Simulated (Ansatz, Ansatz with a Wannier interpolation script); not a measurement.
# G0W0 band structure of Cs2PdCl4 (P4/mmm), part 2 of 2

Aim: the G0W0 bands of Cs2PdCl4 (P4/mmm) along the symmetry lines, with the gap off the mesh.

Ansatz 0.2.0; LDA, Wannier functions and G0W0, plane waves, PAW. Known limits of the many-body steps: not at the basis limit; no spin polarisation; d states lean on the start; no spin-orbit coupling; coarse k mesh.

So far. Step 2 (LDA bands): The gap is direct, at (0.500, 0.500, 0.000). Step 3 (Wannier functions (Cl:3p Pd:4d) on 4×4×8): Near the gap the model misses directly solved bands by 0.1 meV r.m.s. and by 1 meV at most in the window tested. This tests the starting bands, not the corrections carried with them.

## 4. G0W0 at every point of the mesh: 2×2×4 mesh, 768 empty bands, screening to 120 eV

Now the one-shot GW correction: screening in the RPA, then the self-energy of the levels asked for.

This step: G0W0 on LDA, plane waves, PAW.

Contents of input.yaml:

```yaml
crystal:
  lattice:
    - [7.4158, 0.0, 0.0]
    - [0.0, 7.4158, 0.0]
    - [0.0, 0.0, 4.6792]
  atoms:
    - { symbol: Cs, position: [0.0, 0.5, 0.5] }
    - { symbol: Cs, position: [0.5, 0.0, 0.5] }
    - { symbol: Pd, position: [0.0, 0.0, 0.0] }
    - { symbol: Cl, position: [0.221, 0.221, 0.0] }
    - { symbol: Cl, position: [0.779, 0.221, 0.0] }
    - { symbol: Cl, position: [0.779, 0.779, 0.0] }
    - { symbol: Cl, position: [0.221, 0.779, 0.0] }
kpoints:
  mp_grid: { grid: [2, 2, 4] }
hamiltonian:
  xc: lda
scf:
  occupations: { method: fixed }
gw:
  n_empty_bands: 768
  ecut_chi: 120.0
  qp_bands: [v16, c1]
  screening: { model: contour_deformation }
```

The run is started by

```console
ansatz run input.yaml --threads 12 --pin off --max-ram 22118MiB --backend cpu --events-out ev --progress --plain --runs-dir out
```

Numbers of over 12 decimals in the logs are rounded to 6 here.

The log of the run:

```text
[...]
Crystal: 7 atoms, lattice volume = 257.328 Å³
Basis set: ecut = 420 eV, 5047 PW (Γ)
Bands: 39, of which v1, the nominal top of the filled ones, is band 32 counted from 1 (31 counted from 0)
Symmetry: 16 space group operations
[...]
k-points: 9 of 16
[...]
SCF iter   1: F=—  HF=-22040.377875 eV  |F-HF|=—  |Δ(HF+E_count)|=         —  Δρ=5.59e-3  dr2=7.35e-2  ethr=1.77e-3  ⟨swp⟩=5.0  Hψ=1270  notcnv=0  defer=40
[...]
SCF iter   8: F=-22040.354769 eV  HF=-22040.354769 eV  |F-HF|=1.24e-8  |Δ(HF+E_count)|=   6.39e-8  Δρ=1.94e-6  dr2=1.93e-8  ethr=1.56e-10  ⟨swp⟩=13.3  Hψ=1479  notcnv=0
SCF 1 converged in 8 iterations: F = -22040.354769 eV  dr2 = 1.93e-8
[...]
WARN: eigensolver did not converge (k=2): 1 band(s) unlocked after 6 eigensolves, warm-restarted (20 sweeps on the last) at ethr=2.11e-11 eV (storage-precision floor; scheduled 1.00e-12 eV) (lowest unlocked band 803, counted from 0; max residual 2.76e-4 eV among the unlocked bands, 2.76e-4 eV over every band; other slots of this pass that fall short are told together in one closing line; warning suppressed until the next SCF loop or pass starts)
G₀W₀ screening: q 1/9
[... further progress lines ...]
SCF converged after 8 iterations
Free energy (F): -22040.354769 eV
[...]
Internal energy: -22040.354769 eV  (E = F + TS)
E sigma→0 (E₀):  -22040.354769 eV
Fermi energy:    2.077720 eV
[...]
--- Band table (eV; the first three rows and the last of 9) ---
  k-point 0: bands = [... 28 lower, 1.4623, 1.5517, 1.9961, 1.9961, 4.2369, 5.8616, 7.1604, 8.0650, ... 3 higher]
  k-point 1: bands = [... 28 lower, 1.6837, 1.7121, 2.0138, 2.0138, 4.2451, 6.5006, 7.0293, 8.1499, ... 3 higher]
  k-point 2: bands = [... 28 lower, 1.8862, 1.8936, 2.0345, 2.0345, 4.2533, 6.3094, 7.7401, 8.0781, ... 3 higher]
  k-point 8: bands = [... 28 lower, 1.8217, 1.8784, 1.8784, 1.9320, 3.7319, 7.2657, 8.7450, 8.7450, ... 3 higher]
--- G₀W₀: contour deformation, 7 samples at zero and on the imaginary axis and 2 off it, 16 q-points, 768 empty bands' worth ---
  eigenvalues of the whole cell's RPA ε∞ on this k-mesh (on a slab, of 1 + 4πα/V) = 2.3462, 2.7210, 2.7210; static W/v taken at q = 0 is 0.380366
  band pass: the eigensolver left bands unlocked in 1 slot; of largest residual, k=2: 1 band unlocked, the lowest band 804 (counted from 1), max residual 2.76e-4 eV over all its bands; `*` marks the rows of those k-points, and any row can be off: every row's sums read bands of every k-point
  bands read: the sum over 800 bands ends inside a degenerate multiplet in 2 slots, whose members it reads at an even weight; the widest, k=0: bands 800 to 801 (counted from 1) at 1/2 each
  `?` marks the rows in doubt; gw_qp.tsv's column doubts and the gw_qp event give each row's grounds
    ik  band        ε_KS         Σx   Σc(E_QP)       V_xc       Z   E_QP_lin       E_QP  E_QP is
     0    17     -2.1007   -21.3001     3.7243   -16.6886  0.6602    -3.0453    -2.9879  root
     0    18     -2.0353   -24.9428     2.8971   -21.1694  0.6073    -2.6458    -2.9117  root ?
     0    19     -1.6270   -23.1579     4.4570   -17.5873  0.6402    -2.7357    -2.7407  root
     0    20     -0.5098   -20.2023     2.7922   -16.2267  0.7192    -1.6976    -1.6933  root ?
     0    21     -0.5098   -20.2023     2.7922   -16.2267  0.7192    -1.6976    -1.6933  root ?
     0    22     -0.3999   -23.9812     4.1060   -18.6683  0.8398    -1.8361    -1.6068  root ?
     0    23     -0.3999   -23.9812     4.1060   -18.6683  0.8398    -1.8361    -1.6068  root ?
     0    24      0.3549   -20.5869     3.0633   -16.2203  0.7430    -1.0283    -0.9483  root
     0    25      0.7117   -20.8121     3.0727   -16.3967  0.7449    -0.6936    -0.6311  root
     0    26      0.9621   -20.9829     2.7368   -16.9580  0.7571    -0.3687    -0.3260  root
     0    27      0.9621   -20.9829     2.7368   -16.9580  0.7571    -0.3687    -0.3260  root
     0    28      1.3016   -21.2185     2.9110   -16.9423  0.7593    -0.1143    -0.0636  root
     0    29      1.4623   -27.5042     3.9330   -22.5114  0.7484     0.3645     0.4025  root
     0    30      1.5517   -28.6369     4.1407   -23.4688  0.7443     0.4881     0.5242  root
     0    31      1.9961   -28.7737     3.9995   -23.7008  0.7480     0.8926     0.9227  root
     0    32      1.9961   -28.7737     3.9995   -23.7008  0.7480     0.8926     0.9227  root
     0    33      4.2369   -19.1001    -3.2938   -23.8638  0.7643     5.7385     5.7068  root
     1    17     -2.0516   -21.5006     3.7164   -16.8884  0.6632    -3.0043    -2.9473  root
     1    18     -2.0289   -24.9643     2.8921   -21.1946  0.6065    -2.6388    -2.9066  root ?
     1    19     -1.3313   -24.3099     4.3533   -18.8403  0.8947    -2.8338    -2.4477  root ?
     1    20     -0.6004   -20.0350     2.8031   -15.9524  0.7093    -1.7867    -1.8799  root ?
     1    21     -0.6004   -20.0350     2.8031   -15.9524  0.7093    -1.7867    -1.8799  root ?
     1    22     -0.3379   -24.2748     4.0607   -19.0061  0.7678    -1.6328    -1.5460  root
[...]
2    17     -2.0223   -24.9880     2.8885   -21.2225  0.6060    -2.6316    -2.8994  root * ?
     2    18     -2.0024   -21.6955     3.7038   -17.0872  0.6667    -2.9636    -2.9069  root *
     2    19     -1.1052   -25.2745     4.3472   -19.8201  0.7531    -2.2989    -2.2124  root *
     2    20     -0.7047   -19.8251     2.8724   -15.6228  0.6968    -1.8837    -2.0346  root * ?
     2    21     -0.7047   -19.8251     2.8724   -15.6228  0.6968    -1.8837    -2.0346  root * ?
     2    22     -0.3957   -19.0161     3.2915   -14.4966  0.7137    -1.7434    -1.6238  root * ?
     2    23     -0.2734   -24.6255     4.0346   -19.3821  0.7358    -1.5011    -1.4822  root *
     2    24     -0.2734   -24.6255     4.0346   -19.3821  0.7358    -1.5011    -1.4822  root *
     2    25      0.3237   -19.9498     3.1355   -15.4804  0.7403    -1.0959    -1.0103  root *
     2    26      0.7717   -20.6258     2.6899   -16.6755  0.7548    -0.5318    -0.4887  root *
     2    27      0.7717   -20.6258     2.6899   -16.6755  0.7548    -0.5318    -0.4887  root *
     2    28      1.3523   -21.3445     2.9121   -17.0671  0.7596    -0.0618    -0.0130  root *
     2    29      1.8862   -28.2242     3.8589   -23.2788  0.7538     0.7699     0.7997  root *
     2    30      1.8936   -29.6965     3.9936   -24.7033  0.7504     0.8714     0.8939  root *
     2    31      2.0345   -28.3928     3.8888   -23.4150  0.7508     0.9158     0.9456  root *
     2    32      2.0345   -28.3928     3.8888   -23.4150  0.7508     0.9158     0.9456  root *
     2    33      4.2533   -19.1345    -3.2949   -23.9009  0.7640     5.7566     5.7247  root *
     3    17     -2.0737   -24.7741     2.9302   -20.9569  0.6123    -2.7029    -2.9608  root ?
[...]
3    19     -1.3689   -24.1191     4.3897   -18.6239  0.8440    -2.7959    -2.4744  root ?
     3    20     -0.6676   -19.8040     2.7143   -15.8014  0.7089    -1.8380    -1.9559  root ?
     3    21     -0.3708   -24.1703     4.1241   -18.8435  0.8028    -1.7315    -1.5734  root ?
     3    22     -0.3635   -20.3370     2.8574   -16.3915  0.7263    -1.5516    -1.4515  root ?
[...]
8    17     -2.2074   -24.3741     3.0384   -20.4487  0.6392    -2.8582    -3.0944  root ?
[...]
8    20     -0.6339   -22.8962     4.0325   -17.6496  0.7987    -2.0752    -1.8480  root ?
     8    21     -0.6339   -22.8962     4.0325   -17.6496  0.7987    -2.0752    -1.8480  root ?
     8    22     -0.4070   -20.1943     2.7969   -16.3198  0.7262    -1.5770    -1.4847  root ?
     8    23     -0.4070   -20.1943     2.7969   -16.3198  0.7262    -1.5770    -1.4847  root ?
[...]
8    29      1.8217   -28.9263     4.0708   -23.7992  0.7483     0.7350     0.7654  root
     8    30      1.8784   -28.8866     4.0849   -23.7444  0.7460     0.7894     0.8211  root
     8    31      1.8784   -28.8866     4.0849   -23.7444  0.7460     0.7894     0.8211  root
     8    32      1.9320   -29.4570     3.9280   -24.5232  0.7515     0.9039     0.9262  root
     8    33      3.7319   -17.7047    -3.1349   -22.2465  0.7756     5.1605     5.1387  root
```

It took 14 min on 12 threads of Arm Neoverse V1, shared host; peak memory 9.2 GiB.

This step gave:

- bands summed: 800
- RPA ε∞ on this mesh (eigenvalues): 2.346, 2.721, 2.721
- plane waves in the screening matrix: 769
- q-points in the mesh: 16
- G0W0 gap on the mesh: 4.106 eV
- k of the valence top: -0.5, -0.5, 0
- k of the conduction bottom: -0.5, -0.5, 0
- starting gap on the mesh: 1.634 eV
- Z at the valence top: 0.7505
- Z at the conduction bottom: 0.7775
- least direct G0W0 gap on the computed points: 4.106 eV

The gap on the mesh goes from 1.63 eV to 4.11 eV, a correction of +2.47 eV. Between the two edge states, bare exchange in place of the xc potential would open the gap by 9.45 eV, and correlation takes back 6.98 eV.

## 5. Interpolating the corrections

A script adds the corrections, carried to the Wannier functions and back, to the LDA levels, along the path and on a 9×9×13 mesh.

| Item | Value |
| --- | --- |
| G0W0 gap over the zone | 4.106 eV |
| valence top at | M |
| conduction bottom at | M |
| starting gap over the zone | 1.634 eV |
| least direct G0W0 gap | 4.106 eV |
| G0W0 gap on the mesh | 4.106 eV |
| valence width, start | 4.285 eV |
| valence width, G0W0 | 4.084 eV |
| gap by a rigid shift | 4.106 eV |

Levels solved directly plus the interpolated quasiparticle correction. Limits: finite bands, cutoff and mesh; no spin polarisation; d states lean on the start; no spin-orbit coupling; coarse k mesh. Quasiparticle bands along the path, in eV, zero at the valence-band top of each set:

```csv
point,band 29,band 30,band 31,band 32,band 33
Γ,-0.59,-0.47,-0.07,-0.07,4.72
halfway,-0.56,-0.36,-0.06,-0.05,4.60
X,-0.54,-0.30,-0.05,-0.03,4.49
halfway,-0.52,-0.17,-0.02,-0.01,4.29
M,-0.50,-0.08,0.00,0.00,4.11
halfway,-0.54,-0.25,-0.04,-0.03,4.44
Γ,-0.59,-0.47,-0.07,-0.07,4.72
halfway,-0.34,-0.34,-0.06,-0.06,4.73
Z,-0.19,-0.10,-0.04,-0.04,4.74
halfway,-0.20,-0.09,-0.08,-0.07,4.62
R,-0.22,-0.12,-0.11,-0.06,4.51
halfway,-0.21,-0.14,-0.14,-0.07,4.32
A,-0.22,-0.17,-0.17,-0.06,4.15
halfway,-0.19,-0.11,-0.11,-0.09,4.46
Z,-0.19,-0.10,-0.04,-0.04,4.74
jump to X,-0.54,-0.30,-0.05,-0.03,4.49
halfway,-0.33,-0.22,-0.08,-0.06,4.50
R,-0.22,-0.12,-0.11,-0.06,4.51
jump to M,-0.50,-0.08,0.00,0.00,4.11
halfway,-0.29,-0.16,-0.09,-0.09,4.13
A,-0.22,-0.17,-0.17,-0.06,4.15
```

The same for LDA:

```
point  band 29  band 30  band 31  band 32  band 33
    Γ    -0.62    -0.53    -0.08    -0.08     2.16
    X    -0.56    -0.33    -0.05    -0.04     1.96
    M    -0.52    -0.09     0.00     0.00     1.63
    Γ    -0.62    -0.53    -0.08    -0.08     2.16
    Z    -0.19    -0.18    -0.04    -0.04     2.18
    R    -0.26    -0.14    -0.13    -0.12     1.97
    A    -0.26    -0.20    -0.20    -0.15     1.65
    Z    -0.19    -0.18    -0.04    -0.04     2.18
    X    -0.56    -0.33    -0.05    -0.04     1.96
    R    -0.26    -0.14    -0.13    -0.12     1.97
    M    -0.52    -0.09     0.00     0.00     1.63
    A    -0.26    -0.20    -0.20    -0.15     1.65
```

The density of states has structure finer than the step of the table below, so its rows give means over 0.5 eV, whole bins alone (the curve runs from -5 to 4.6 eV). Peaks (eV: height): G0W0 -3.90: 11.1, -2.60: 18.3, -1.50: 11.0, -0.10: 20.0, 4.50: 4.22; LDA -4.10: 10.6, -3.40: 6.02, -2.50: 19.8, -1.40: 12.6, -0.10: 18.6, 2.00: 4.45.

Wannier model on a dense mesh, Gaussian width 0.15 eV. Limits: finite bands, cutoff and mesh; no spin polarisation; d states lean on the start; no spin-orbit coupling; coarse k mesh. The density of states by energy, zero at the valence-band top of each set; means over each step; values in states/eV/cell:

```csv
energy (eV),G0W0,LDA
-4.5,0.0735,1.31
-4.0,6.66,6.62
-3.5,4.88,3.56
-3.0,5.48,2.35
-2.5,12.3,13.9
-2.0,5.93,4.41
-1.5,9.68,9.38
-1.0,3.07,5.93
-0.5,4.94,6.29
0.0,11.0,10.2
0.5,0.0476,0.0364
1.0,0,7.2e-5
1.5,0,0.669
2.0,0,3.20
2.5,0,0.134
3.0,0,0
3.5,1.1e-4,0
4.0,0.618,0
```

Corrections by starting level (eV, on the run's own energy scale, so only their differences matter):

| start | correction |
| --- | --- |
| -4.18 | −0.89 |
| -3.89 | −0.91 |
| -2.53 | −1.22 |
| -2.35 | −1.21 |
| -1.82 | −1.30 |
| -1.57 | −1.34 |
| -1.42 | −1.35 |
| -1.26 | −1.31 |
| -1.09 | −1.37 |
| -0.72 | −1.36 |
| -0.34 | −1.04 |
| -0.19 | −1.09 |
| -0.11 | −1.07 |
| -0.06 | −1.08 |
| 0.00 | −1.09 |
| 1.63 | +1.38 |
| 1.65 | +1.40 |
| 2.18 | +1.47 |

## 6. LDA+SOC bands, for comparison

The many-body steps leave out spin-orbit coupling, so its effect is taken from a two-component run, with twice the bands.

This step: DFT, LDA with spin-orbit coupling, plane waves, PAW.

input.yaml, the sections that differ from step 4:

```yaml
kpoints:
  mp_grid: { grid: [2, 2, 4] }
  band_path:
    path:
      - [[0.0, 0.0, 0.0], [0.0, 0.5, 0.0], [0.5, 0.5, 0.0], [0.0, 0.0, 0.0], [0.0, 0.0, 0.5], [0.0, 0.5, 0.5], [0.5, 0.5, 0.5], [0.0, 0.0, 0.5]]
      - [[0.0, 0.5, 0.0], [0.0, 0.5, 0.5]]
      - [[0.5, 0.5, 0.0], [0.5, 0.5, 0.5]]
    npoints: 10
scf:
  occupations: { method: fermi_dirac, width: 0.02 }
  n_extra_bands: 12
magnetization:
  noncollinear: true
  spin_orbit: true
output:
  eigenvalues: true
# crystal, hamiltonian: as in step 4
# gw: removed
```

The log of the run:

```text
[...]
non-collinear run that drives no moment, with spin-orbit: no starting moment large enough to seed its density (crystal.atoms[].spin), no starting occupations that ask for one, no magnetisation constraint and no magnetic field, so the semilocal B_xc is pinned to zero
Crystal: 7 atoms, lattice volume = 257.328 Å³
Basis set: ecut = 420 eV, 5047 PW (Γ)
Bands: 76, of which v1, the nominal top of the filled ones, is band 64 counted from 1 (63 counted from 0)
Symmetry: 16 space group operations + 16 with time reversal
[...]
k-points: 9 of 16
Projection manifold: j_resolved (fully-relativistic pseudo-atomic orbitals)
[...]
SCF iter   1: F=—  HF=-22055.968704 eV  |F-HF|=—  |Δ(HF+E_count)|=         —  Δρ=6.73e-2  dr2=2.03e1  dr2_m=0.00e0 (ungated)  ethr=3.10e-3  |M|=0.00e0 ∫|m|=0.00e0 μB  |m|>n=0.0e0 m-floor=0.0e0 τ_xc=0.0e0  β_m=0.30  ⟨swp⟩=10.6  Hψ=2001  notcnv=0  defer=2
[...]
spin=Noncollinear: Resta preconditioning applied to the charge; magnetization (m_x, m_y, m_z) channels mix plain (no charge-response kernel on spin).
SCF iter   2: F=—  HF=-22052.330363 eV  |F-HF|=—  |Δ(HF+E_count)|=    3.64e0  Δρ=3.09e-2  dr2=3.67e0  dr2_m=0.00e0 (ungated)  ethr=3.10e-3  |M|=0.00e0 ∫|m|=0.00e0 μB  |m|>n=0.0e0 m-floor=0.0e0 τ_xc=0.0e0  β_m=0.36  ⟨swp⟩=3.4  Hψ=811  notcnv=0  defer=54
[...]
SCF iter  10: F=-22050.592750 eV  HF=-22050.592750 eV  |F-HF|=1.46e-7  |Δ(HF+E_count)|=   1.44e-6  Δρ=3.00e-6  dr2=5.84e-8  dr2_m=0.00e0 (ungated)  ethr=1.56e-10  |M|=0.00e0 ∫|m|=0.00e0 μB  |m|>n=0.0e0 m-floor=0.0e0 τ_xc=0.0e0  ⟨swp⟩=15.4  Hψ=1680  notcnv=0
SCF 1 converged in 10 iterations: F = -22050.592750 eV  dr2 = 5.84e-8
[...]
SCF converged after 10 iterations
Magnetization: |M| = 0.0000 μB,  M = (+0.0000, +0.0000, +0.0000) μB
Absolute magnetization: 0.0000 μB (∫|m|)
  site 0: m = (+0.0000, +0.0000, +0.0000) μB, |m| = 0.0000 μB  (R = 1.45 Å)
  site 1: m = (+0.0000, +0.0000, +0.0000) μB, |m| = 0.0000 μB  (R = 1.45 Å)
  site 2: m = (+0.0000, +0.0000, +0.0000) μB, |m| = 0.0000 μB  (R = 0.96 Å)
  site 3: m = (+0.0000, +0.0000, +0.0000) μB, |m| = 0.0000 μB  (R = 0.96 Å)
  site 4: m = (+0.0000, +0.0000, +0.0000) μB, |m| = 0.0000 μB  (R = 0.96 Å)
  site 5: m = (+0.0000, +0.0000, +0.0000) μB, |m| = 0.0000 μB  (R = 0.96 Å)
  site 6: m = (+0.0000, +0.0000, +0.0000) μB, |m| = 0.0000 μB  (R = 0.96 Å)
Free energy (F): -22050.592750 eV
[...]
Internal energy: -22050.592750 eV  (E = F + TS)
E sigma→0 (E₀):  -22050.592750 eV
Fermi energy:    2.949145 eV
[...]
--- Band table (eV; the first three rows and the last of 9) ---
  k-point 0: bands = [... 60 lower, 1.9762, 1.9762, 2.0767, 2.0767, 4.2410, 4.2410, 5.8615, 5.8615, ... 8 higher]
  k-point 1: bands = [... 60 lower, 2.0306, 2.0306, 2.0871, 2.0871, 4.2492, 4.2492, 6.5000, 6.5000, ... 8 higher]
  k-point 2: bands = [... 60 lower, 2.1023, 2.1023, 2.1109, 2.1109, 4.2574, 4.2574, 6.3053, 6.3053, ... 8 higher]
  k-point 8: bands = [... 60 lower, 2.0043, 2.0043, 2.0515, 2.0515, 3.7385, 3.7385, 7.2573, 7.2573, ... 8 higher]
```

Wall time 56 s (12 threads); peak memory 3.9 GiB; 8.8 min of CPU time.

This step gave:

```
filled bands         : 64
gap                  : 1.524 eV
valence top at       : M
conduction bottom at : M
least direct gap     : 1.524 eV
```

The gap stands −0.11 eV against LDA.

## 7. What came out

```json
{
 "LDA gap": "1.63 eV",
 "G0W0 gap over the zone": "4.11 eV, direct",
 "least direct G0W0 gap, in the model": "4.11 eV",
 "with the spin-orbit change": "4.00 eV",
 "GW settings": "2×2×4 mesh, 768 empty bands, screening to 120 eV",
 "known limits": "not at the basis limit; no spin polarisation; d states lean on the start; no spin-orbit coupling; coarse k mesh"
}
```

In words: The Wannier model follows the LDA bands to under 1 meV r.m.s. near the gap. The G0W0 gap over the zone is 4.11 eV, direct, from M to M; on the mesh alone it is 4.11 eV, nearly the same. The valence width in the model goes from 4.29 eV to 4.08 eV. LDA+SOC gives a gap of 1.52 eV on the same path, a spin-orbit change of −0.11 eV that would bring the G0W0 gap to 4.00 eV. Bands and cutoff are finite, so the gap is not at the basis limit. The miss can reach some tenths of an eV and take either sign; the mesh is an error of its own. Above the frozen window of the model the interpolated levels need not meet the computed ones, even at points of the mesh. The 2×2×4 mesh is coarse for this cell (its supercell is 15 Å along the shortest edge). The RPA ε∞ on it, from the LDA start, is 2.35 and 2.72; such meshes misread the long-range screening, most where the gap is narrow. The runs have no spin polarisation. For a closed low-spin shell that is the natural state; where a d or f shell is open it is a constraint, and the gap is then not the crystal's own. With d states at the gap, one-shot GW leans hard on its start.

[Paths, hosts, dates, memory and timing lines, banners, echoed tables and standing remarks are left out of the program output.]

[Logs are printed without paths, hosts, clocks, repeated set-up lines and the standing remarks that a program may print on its own settings, such as how far it seeks lower states.]

[Runs of the session that timed out or met a known fault of the program may be left out.]

[Hosts, paths, dates, database ids (printed as entryN), source tags and the programs' standing remarks are cut or masked in the printed files.]
